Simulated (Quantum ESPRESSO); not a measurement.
# Dipole at the next field: honeycomb AsN, 3 layers, AB stacking

How the rows were computed: Quantum ESPRESSO 7.5, LDA, GBRV ultrasoft; sawtooth field along the normal with dipole correction, ions clamped, threshold 1e-9 Ry; cell area 7.564 Å².

| field (V/Å) | dipole (e Å a cell) |
| --- | --- |
| 0 | 0.14103 |
| 0.1 | 0.18954 |
| 0.2 | 0.23792 |

To predict: What is the dipole at 0.4 V/Å, and what electrostatic thickness 4πα/A follows from the rows?

By hand: The slope is (0.23792 − (0.14103))/0.2 = 0.4844 e Å²/V, so 4πα/A = 180.95 × 0.4844/7.564 = 11.59 Å. Linear response gives p = 0.14103 + 0.4844 × (0.4) = 0.33481 e Å; a parabola through the three rows gives 0.33429.

What the calculation gave: p = 0.33426 e Å. The line misses by 0.3 % of the induced dipole and the parabola by 0.0 %. The response is linear over this range.

**Limits.** Electrons alone respond; local and semilocal functionals tend to overscreen.
